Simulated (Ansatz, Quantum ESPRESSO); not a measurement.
# vacuum gap of 4.5 Å between two Ta(110) faces: ballistic transmission, part 2 of 4

Wanted: the transmission near the Fermi level and the conductance of this junction: vacuum gap of 4.5 Å between two Ta(110) faces.

Quantum ESPRESSO 7.5; plane-wave DFT, PBE, JTH PAW pseudopotentials; cross-check by Ansatz 0.2.0 with PAW datasets.

So far. Step 2 (SCF with pw.x): The run needed 15 iterations to bring the estimated error under 1e-07 Ry; the largest force on any atom, held or free, is 0.33 eV/Å.

## (3) The open system

Level of this step: transmission by pwcond, lead and junction from one cell; plane-wave DFT, PBE, JTH PAW pseudopotentials (Quantum ESPRESSO).

prefixt takes both regions from one run: the lead from 0 to bdl, the scattering region from bdl to bds (units of alat). ikind = 1 puts the same lead on both sides. The program's T_tot counts both spins in a run without spin; the tables below give T per spin.

Input file cond.in:

```
&inputcond
  outdir = './out'
  prefixt = 'scf'
  tran_file = 'cond.dat'
  bdl = 1.4142135633
  bds = 11.9620234036
  ikind = 1
  ewind = 4.0
  epsproj = 1e-05
  nz1 = 7
  energy0 = 0.4
  denergy = -0.4
/
31
  0.00000000 0.00000000 0.01000000
  0.00000000 0.10000000 0.02000000
  0.00000000 0.20000000 0.02000000
  0.00000000 0.30000000 0.02000000
  0.00000000 0.40000000 0.02000000
  0.00000000 0.50000000 0.01000000
  0.10000000 0.00000000 0.04000000
  0.10000000 0.20000000 0.04000000
  0.10000000 0.30000000 0.04000000
  0.10000000 0.40000000 0.04000000
  0.10000000 0.50000000 0.04000000
  0.20000000 0.00000000 0.04000000
  0.20000000 0.10000000 0.02000000
  0.20000000 0.30000000 0.04000000
  0.20000000 0.40000000 0.04000000
  0.20000000 0.50000000 0.04000000
  0.20000000 0.60000000 0.02000000
  0.30000000 0.00000000 0.04000000
  0.30000000 0.10000000 0.04000000
  0.30000000 0.40000000 0.04000000
  0.30000000 0.50000000 0.04000000
  0.30000000 0.60000000 0.04000000
  0.40000000 0.00000000 0.04000000
  0.40000000 0.10000000 0.04000000
  0.40000000 0.20000000 0.02000000
  0.40000000 0.50000000 0.04000000
  0.40000000 0.60000000 0.04000000
  0.40000000 0.70000000 0.02000000
  0.50000000 0.00000000 0.02000000
  0.50000000 0.10000000 0.04000000
  0.50000000 0.20000000 0.04000000
3
```

On the command line:

```bash
$ OMP_NUM_THREADS=1 mpirun -n 4 pwcond.x -in cond.in > cond.out
```

Log:

```text
[banner, memory and clock lines left out]
Program PWCOND v.7.5 starts

          URL

     ./out/scf.save/
     file Ta.GGA_PBE-JTH.UPF: wavefunction(s)  5S 6S 5P 6P 5D 0D renormalized

     IMPORTANT: XC functional enforced from input :
     Exchange-correlation= PBE
                           (   1   4   3   4   0   0   0)
     Any further DFT definition will be discarded
     Please, verify this is what you really want

     Reading collected, re-writing distributed wavefunctions

===== INPUT FILE containing all the regions =====

     GEOMETRY:

     lattice parameter (alat)  =       6.2739  a.u.
     the volume                =    2088.8175 (a.u.)^3
     the cross section         =      27.8329 (a.u.)^2
     l of the unit cell        =      11.9620 (alat)
     number of atoms/cell      =           16
     number of atomic types    =            1

     crystal axes: (cart. coord. in units of alat)
               a(1) = (  1.0000  0.0000  0.0000 )
               a(2) = (  0.5000  0.7071  0.0000 )
               a(3) = (  0.0000  0.0000 11.9620 )

   Cartesian axes

     site n.     atom                  positions (alat units)
          1        Ta     tau(  1)=(  0.0000  0.0000 11.9620  )
          2        Ta     tau(  2)=(  0.5000  0.0000  0.7071  )
          3        Ta     tau(  3)=(  0.0000  0.0000  1.4142  )
          4        Ta     tau(  4)=(  0.5000  0.0000  2.1213  )
          5        Ta     tau(  5)=(  0.0000  0.0000  2.8284  )
          6        Ta     tau(  6)=(  0.5000  0.0000  3.5355  )
          7        Ta     tau(  7)=(  0.0000  0.0000  4.2426  )
          8        Ta     tau(  8)=(  0.5000  0.0000  4.9497  )
          9        Ta     tau(  9)=(  0.0000  0.0000  6.3052  )
         10        Ta     tau( 10)=(  0.5000  0.0000  7.0123  )
         11        Ta     tau( 11)=(  0.0000  0.0000  7.7194  )
         12        Ta     tau( 12)=(  0.5000  0.0000  8.4265  )
         13        Ta     tau( 13)=(  0.0000  0.0000  9.1336  )
         14        Ta     tau( 14)=(  0.5000  0.0000  9.8407  )
         15        Ta     tau( 15)=(  0.0000  0.0000 10.5478  )
         16        Ta     tau( 16)=(  0.5000  0.0000 11.2549  )

     nr1s                      =           27
     nr2s                      =           24
     nr3s                      =          324
     nr1sx                     =           27
     nr2sx                     =           24
     nr3sx                     =          324
     nr1                       =           40
     nr2                       =           36
     nr3                       =          480
     nr1x                      =           40
     nr2x                      =           36
     nr3x                      =          480

 _______________________________
  Radii of nonlocal spheres:

     type       ibeta     ang. mom.          radius (alat units)
       Ta         1         0                    0.3812
       Ta         2         0                    0.3812
       Ta         3         1                    0.3812
       Ta         4         1                    0.3812
       Ta         5         2                    0.3812
       Ta         6         2                    0.3812
----- General information -----

--- T calc. with identical leads (ikind=1) ---

     nrx                       =           27
     nry                       =           24
     nz1                       =            7

     energy0               =         4.0E-01
     denergy               =        -4.0E-01
     nenergy               =          3
     ecut2d                =         4.5E+01
     ewind                 =         4.0E+00
     epsproj               =         1.0E-05

     number of k_|| points=   31
                       cryst. coord.
        k(    1) = (   0.0000000   0.0000000), wk =   0.0100000
        k(    2) = (   0.0000000   0.1000000), wk =   0.0200000
        k(    3) = (   0.0000000   0.2000000), wk =   0.0200000
        k(    4) = (   0.0000000   0.3000000), wk =   0.0200000
        k(    5) = (   0.0000000   0.4000000), wk =   0.0200000
        k(    6) = (   0.0000000   0.5000000), wk =   0.0100000
        k(    7) = (   0.1000000   0.0000000), wk =   0.0400000
        k(    8) = (   0.1000000   0.2000000), wk =   0.0400000
        k(    9) = (   0.1000000   0.3000000), wk =   0.0400000
        k(   10) = (   0.1000000   0.4000000), wk =   0.0400000
        k(   11) = (   0.1000000   0.5000000), wk =   0.0400000
        k(   12) = (   0.2000000   0.0000000), wk =   0.0400000
        k(   13) = (   0.2000000   0.1000000), wk =   0.0200000
        k(   14) = (   0.2000000   0.3000000), wk =   0.0400000
        k(   15) = (   0.2000000   0.4000000), wk =   0.0400000
        k(   16) = (   0.2000000   0.5000000), wk =   0.0400000
        k(   17) = (   0.2000000   0.6000000), wk =   0.0200000
        k(   18) = (   0.3000000   0.0000000), wk =   0.0400000
        k(   19) = (   0.3000000   0.1000000), wk =   0.0400000
        k(   20) = (   0.3000000   0.4000000), wk =   0.0400000
        k(   21) = (   0.3000000   0.5000000), wk =   0.0400000
        k(   22) = (   0.3000000   0.6000000), wk =   0.0400000
        k(   23) = (   0.4000000   0.0000000), wk =   0.0400000
        k(   24) = (   0.4000000   0.1000000), wk =   0.0400000
        k(   25) = (   0.4000000   0.2000000), wk =   0.0200000
        k(   26) = (   0.4000000   0.5000000), wk =   0.0400000
        k(   27) = (   0.4000000   0.6000000), wk =   0.0400000
        k(   28) = (   0.4000000   0.7000000), wk =   0.0200000
        k(   29) = (   0.5000000   0.0000000), wk =   0.0200000
        k(   30) = (   0.5000000   0.1000000), wk =   0.0400000
        k(   31) = (   0.5000000   0.2000000), wk =   0.0400000
----- Information about left/right lead -----

     nocros                   =           18
     noins                    =           18
     norb                     =           54
     norbf                    =          270
     nrz                      =           38

      iorb      type   ibeta   ang. mom.   m       position (alat)
        1        1       1        0        1   taunew(   1)=(  0.0000  0.0000  0.0000)
        2        1       2        0        1   taunew(   2)=(  0.0000  0.0000  0.0000)
        3        1       3        1        1   taunew(   3)=(  0.0000  0.0000  0.0000)
        4        1       3        1        2   taunew(   4)=(  0.0000  0.0000  0.0000)
        5        1       3        1        3   taunew(   5)=(  0.0000  0.0000  0.0000)
        6        1       4        1        1   taunew(   6)=(  0.0000  0.0000  0.0000)
        7        1       4        1        2   taunew(   7)=(  0.0000  0.0000  0.0000)
[...]
236        1       2        0        1   taunew( 236)=(  0.5000  0.0000  9.8407)
      237        1       3        1        1   taunew( 237)=(  0.5000  0.0000  9.8407)
      238        1       3        1        2   taunew( 238)=(  0.5000  0.0000  9.8407)
      239        1       3        1        3   taunew( 239)=(  0.5000  0.0000  9.8407)
      240        1       4        1        1   taunew( 240)=(  0.5000  0.0000  9.8407)
      241        1       4        1        2   taunew( 241)=(  0.5000  0.0000  9.8407)
      242        1       4        1        3   taunew( 242)=(  0.5000  0.0000  9.8407)
      243        1       5        2        1   taunew( 243)=(  0.5000  0.0000  9.8407)
      244        1       5        2        2   taunew( 244)=(  0.5000  0.0000  9.8407)
      245        1       5        2        3   taunew( 245)=(  0.5000  0.0000  9.8407)
      246        1       5        2        4   taunew( 246)=(  0.5000  0.0000  9.8407)
      247        1       5        2        5   taunew( 247)=(  0.5000  0.0000  9.8407)
      248        1       6        2        1   taunew( 248)=(  0.5000  0.0000  9.8407)
      249        1       6        2        2   taunew( 249)=(  0.5000  0.0000  9.8407)
      250        1       6        2        3   taunew( 250)=(  0.5000  0.0000  9.8407)
      251        1       6        2        4   taunew( 251)=(  0.5000  0.0000  9.8407)
      252        1       6        2        5   taunew( 252)=(  0.5000  0.0000  9.8407)
      253        1       1        0        1   taunew( 253)=(  0.0000  0.0000 10.5478)
      254        1       2        0        1   taunew( 254)=(  0.0000  0.0000 10.5478)
      255        1       3        1        1   taunew( 255)=(  0.0000  0.0000 10.5478)
      256        1       3        1        2   taunew( 256)=(  0.0000  0.0000 10.5478)
      257        1       3        1        3   taunew( 257)=(  0.0000  0.0000 10.5478)
      258        1       4        1        1   taunew( 258)=(  0.0000  0.0000 10.5478)
      259        1       4        1        2   taunew( 259)=(  0.0000  0.0000 10.5478)
      260        1       4        1        3   taunew( 260)=(  0.0000  0.0000 10.5478)
      261        1       5        2        1   taunew( 261)=(  0.0000  0.0000 10.5478)
      262        1       5        2        2   taunew( 262)=(  0.0000  0.0000 10.5478)
      263        1       5        2        3   taunew( 263)=(  0.0000  0.0000 10.5478)
      264        1       5        2        4   taunew( 264)=(  0.0000  0.0000 10.5478)
      265        1       5        2        5   taunew( 265)=(  0.0000  0.0000 10.5478)
      266        1       6        2        1   taunew( 266)=(  0.0000  0.0000 10.5478)
      267        1       6        2        2   taunew( 267)=(  0.0000  0.0000 10.5478)
      268        1       6        2        3   taunew( 268)=(  0.0000  0.0000 10.5478)
      269        1       6        2        4   taunew( 269)=(  0.0000  0.0000 10.5478)
      270        1       6        2        5   taunew( 270)=(  0.0000  0.0000 10.5478)
 ngper, shell number =           99          25
 ngper, n2d =           99          72
---  E-Ef =    0.4000000  k =    0.0000000   0.0000000
---  ie =          1  ik =          1
 Nchannels of the left tip =            3
 Right moving states:
   k1(2pi/a)   k2(2pi/a)   E-Ef (eV)
  -0.2236853  -0.0000003   0.4000000
  -0.2406007   0.0000011   0.4000000
  -0.3213336   0.0000115   0.4000000
 Left moving states:
   k1(2pi/a)   k2(2pi/a)   E-Ef (eV)
   0.2236853  -0.0000003   0.4000000
   0.2406007   0.0000011   0.4000000
   0.3213336   0.0000115   0.4000000

 to transmit
 Band j to band i transmissions and reflections:
    j         i     |T_ij|^2    |R_ij|^2

    1 -->     1     0.00004     0.99996
    1 -->     2     0.00000     0.00000
    1 -->     3     0.00000     0.00000
   Total T_j, R_j =    0.00004  0.99996

    2 -->     1     0.00000     0.00000
    2 -->     2     0.54269     0.18112
    2 -->     3     0.06130     0.21489
   Total T_j, R_j =    0.60399  0.39601

    3 -->     1     0.00000     0.00000
    3 -->     2     0.06188     0.21484
    3 -->     3     0.00500     0.71828
   Total T_j, R_j =    0.06687  0.93313

E-Ef(ev), T(x2 spins) =    0.4000000   1.3417967
---  E-Ef =    0.0000000  k =    0.0000000   0.0000000
---  ie =          2  ik =          1
 Nchannels of the left tip =            3
 Right moving states:
   k1(2pi/a)   k2(2pi/a)   E-Ef (eV)
  -0.3275977  -0.0000040   0.0000000
  -0.3500828  -0.0000003   0.0000000
  -0.4638993   0.0000149   0.0000000
 Left moving states:
   k1(2pi/a)   k2(2pi/a)   E-Ef (eV)
   0.3275977  -0.0000040   0.0000000
   0.3500828  -0.0000003   0.0000000
   0.4638993   0.0000149   0.0000000

 to transmit
 Band j to band i transmissions and reflections:
    j         i     |T_ij|^2    |R_ij|^2

    1 -->     1     0.28060     0.09563
    1 -->     2     0.00000     0.00000
    1 -->     3     0.10741     0.51636
   Total T_j, R_j =    0.38801  0.61199

    2 -->     1     0.00000     0.00000
    2 -->     2     0.00013     0.99987
    2 -->     3     0.00000     0.00000
   Total T_j, R_j =    0.00013  0.99987

    3 -->     1     0.10485     0.51633
    3 -->     2     0.00000     0.00000
    3 -->     3     0.03507     0.34376
   Total T_j, R_j =    0.13992  0.86008

E-Ef(ev), T(x2 spins) =    0.0000000   1.0561089
---  E-Ef =   -0.4000000  k =    0.0000000   0.0000000
---  ie =          3  ik =          1
 Nchannels of the left tip =            1
 Right moving states:
   k1(2pi/a)   k2(2pi/a)   E-Ef (eV)
  -0.4641622  -0.0000003  -0.4000000
 Left moving states:
   k1(2pi/a)   k2(2pi/a)   E-Ef (eV)
   0.4641622  -0.0000003  -0.4000000

 to transmit
 Band j to band i transmissions and reflections:
    j         i     |T_ij|^2    |R_ij|^2

    1 -->     1     0.00021     0.99979
   Total T_j, R_j =    0.00021  0.99979

E-Ef(ev), T(x2 spins) =   -0.4000000   0.0004105
 ngper, shell number =           99          52
 ngper, n2d =           99          76
[... further energies and points left out ...]
---  E-Ef =    0.4000000  k =    0.5000000   0.2000000
---  ie =          1  ik =         31
 Nchannels of the left tip =            1
 Right moving states:
   k1(2pi/a)   k2(2pi/a)   E-Ef (eV)
  -0.1596925   0.0000008   0.4000000
 Left moving states:
   k1(2pi/a)   k2(2pi/a)   E-Ef (eV)
   0.1596925   0.0000008   0.4000000

 to transmit
 Band j to band i transmissions and reflections:
    j         i     |T_ij|^2    |R_ij|^2

    1 -->     1     0.11292     0.88708
   Total T_j, R_j =    0.11292  0.88708

E-Ef(ev), T(x2 spins) =    0.4000000   0.2258492
---  E-Ef =    0.0000000  k =    0.5000000   0.2000000
---  ie =          2  ik =         31
 Nchannels of the left tip =            1
 Right moving states:
   k1(2pi/a)   k2(2pi/a)   E-Ef (eV)
  -0.2550915   0.0000087   0.0000000
 Left moving states:
   k1(2pi/a)   k2(2pi/a)   E-Ef (eV)
   0.2550915   0.0000087   0.0000000

 to transmit
 Band j to band i transmissions and reflections:
    j         i     |T_ij|^2    |R_ij|^2

    1 -->     1     0.47266     0.52734
   Total T_j, R_j =    0.47266  0.52734

E-Ef(ev), T(x2 spins) =    0.0000000   0.9453161
---  E-Ef =   -0.4000000  k =    0.5000000   0.2000000
---  ie =          3  ik =         31
 Nchannels of the left tip =            1
 Right moving states:
   k1(2pi/a)   k2(2pi/a)   E-Ef (eV)
   0.3397169  -0.0000941  -0.4000000
 Left moving states:
   k1(2pi/a)   k2(2pi/a)   E-Ef (eV)
  -0.3397171  -0.0000941  -0.4000000

 to transmit
 Band j to band i transmissions and reflections:
    j         i     |T_ij|^2    |R_ij|^2

    1 -->     1     0.49577     0.50420
   Total T_j, R_j =    0.49577  0.50420

E-Ef(ev), T(x2 spins) =   -0.4000000   0.9915389
   T_tot     0.40000      0.46957E+00
   T_tot     0.00000      0.58794E+00
   T_tot    -0.40000      0.55348E+00

Note: The following floating-point exceptions are signalling: IEEE_UNDERFLOW_FLAG
Note: The following floating-point exceptions are signalling: IEEE_UNDERFLOW_FLAG
Note: The following floating-point exceptions are signalling: IEEE_UNDERFLOW_FLAG
Note: The following floating-point exceptions are signalling: IEEE_UNDERFLOW_FLAG
```

It took 3.2 min on 4 MPI ranks of Arm Neoverse V2, shared host; peak memory 0.34 GiB.

This step gave:

| Item | Value |
| --- | --- |
| lead channels at the Fermi level, one spin | 1.61 |
| transmission at the Fermi level, one spin | 0.2940 |
| conductance | 0.2940 G₀ |

Per spin; mean over the k mesh across the current. Table of open channels, zone mean by energy, zero at the Fermi level:

```csv
energy (eV),"open channels, zone mean"
-0.400,1.47
0.000,1.61
0.400,1.27
```

Per spin; mean over the k mesh across the current. Table of transmission, zone mean by energy, zero at the Fermi level:

```csv
energy (eV),"transmission, zone mean"
-0.400,0.277
0.000,0.294
0.400,0.235
```

At 0.000 eV; k in fractions of b1, b2. Transmission by k point:

| k1 | k2 | weight | t | channels |
| --- | --- | --- | --- | --- |
| 0 | 0 | 0.01 | 0.5281 | 3 |
| 0 | 0.1 | 0.02 | 0.344 | 3 |
| 0 | 0.2 | 0.02 | 0.9965 | 2 |
| 0 | 0.3 | 0.02 | 7.83e-4 | 1 |
| 0 | 0.4 | 0.02 | 0.1468 | 2 |
| 0 | 0.5 | 0.01 | 0.03354 | 2 |
| 0.1 | 0 | 0.04 | 0.6567 | 3 |
| 0.1 | 0.2 | 0.04 | 0.01696 | 2 |
| 0.1 | 0.3 | 0.04 | 1.13e-4 | 1 |
| 0.1 | 0.4 | 0.04 | 0.9769 | 1 |
| 0.1 | 0.5 | 0.04 | 0.0365 | 2 |
| 0.2 | 0 | 0.04 | 0.1438 | 3 |
| 0.2 | 0.1 | 0.02 | 0.7817 | 3 |
| 0.2 | 0.3 | 0.04 | 0 | 0 |
| 0.2 | 0.4 | 0.04 | 0.1648 | 2 |
| 0.2 | 0.5 | 0.04 | 0.01498 | 1 |
| 0.2 | 0.6 | 0.02 | 0.045 | 2 |
| 0.3 | 0 | 0.04 | 0 | 0 |
| 0.3 | 0.1 | 0.04 | 0.9984 | 2 |
| 0.3 | 0.4 | 0.04 | 0 | 0 |
| 0.3 | 0.5 | 0.04 | 0.001103 | 1 |
| 0.3 | 0.6 | 0.04 | 0.1784 | 1 |
| 0.4 | 0 | 0.04 | 0.4944 | 2 |
| 0.4 | 0.1 | 0.04 | 0.6957 | 1 |
| 0.4 | 0.2 | 0.02 | 0.3996 | 2 |
| 0.4 | 0.5 | 0.04 | 0.2362 | 2 |
| 0.4 | 0.6 | 0.04 | 0.1153 | 3 |
| 0.4 | 0.7 | 0.02 | 0.2465 | 1 |
| 0.5 | 0 | 0.02 | 0.2367 | 2 |
| 0.5 | 0.1 | 0.04 | 0.4071 | 2 |
| 0.5 | 0.2 | 0.04 | 0.4727 | 1 |

The program's own clock; routines nest. Time by routine:

```
     routine  wall time (s)  calls
      PWCOND          193.3      1
scatter_forw          168.2    186
       local          10.95     31
      compbs           8.01     93
    compbs_2           6.76     93
        init           1.71      1
       poten           0.07      1
```

The run is unpolarised; a magnetic state was not tried, may lie lower and would change T.

At no point does T exceed the number of channels.

(Continued in part 3 of 4.)

[Logs are printed without paths, hosts, clocks, repeated set-up lines and the standing remarks that a program may print on its own settings, such as how far it seeks lower states.]

[Hosts, paths, dates, database ids (printed as entryN), source tags and the programs' standing remarks are cut or masked in the printed files.]

[Maps of the electrostatic potential energy from Ansatz leave out the sawtooth potential of an applied field or a dipole correction, so their vacuum need not be flat; planar profiles and work functions include it.]
